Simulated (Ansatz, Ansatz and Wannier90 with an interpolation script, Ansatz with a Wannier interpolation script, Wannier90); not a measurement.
An input for Ansatz 0.2.0 (MgO (Fm-3m)):

```yaml
crystal:
  lattice:
    - [0.0, 2.1565015, 2.1565015]
    - [2.1565015, 0.0, 2.1565015]
    - [2.1565015, 2.1565015, 0.0]
  atoms:
    - { symbol: Mg, position: [0.0, 0.0, 0.0] }
    - { symbol: O, position: [0.5, 0.5, 0.5] }
kpoints:
  mp_grid: { grid: [8, 8, 8] }
hamiltonian:
  xc: lda
scf:
  occupations: { method: fixed }
gw:
  n_empty_bands: 92
  ecut_chi: 160.0
  qp_bands: [v3, c1]
  screening: { model: contour_deformation }
```

The database entry behind the starting cell lists a temperature of 1305 K, so it need not match the best structure at ambient conditions.

```sh
ansatz run input.yaml --threads 14 --pin off --max-ram 73728MiB --backend cpu --events-out ev --progress --plain --runs-dir out
```

**Question.** How long will it take on 14 threads of Arm Neoverse V2, shared host, and how much memory?

It took 41 s; on shared hardware allow 21 s to 82 s. Peak host memory was 0.42 GiB. The sizes that set the cost: 387 plane waves a state, 29 irreducible k points, 100 bands summed, 89 plane waves in the screening and 6 SCF cycles.

The screening grows as filled bands × empty bands × pairs of k points, times the square of the screening basis for the matrix.

[Paths, hosts, dates, memory and timing lines, banners, echoed tables and standing remarks are left out of the program output.]

[Logs are printed without paths, hosts, clocks, repeated set-up lines and the standing remarks that a program may print on its own settings, such as how far it seeks lower states.]

[Runs of the session that timed out or met a known fault of the program may be left out.]

[Hosts, paths, dates, database ids (printed as entryN), source tags and the programs' standing remarks are cut or masked in the printed files.]
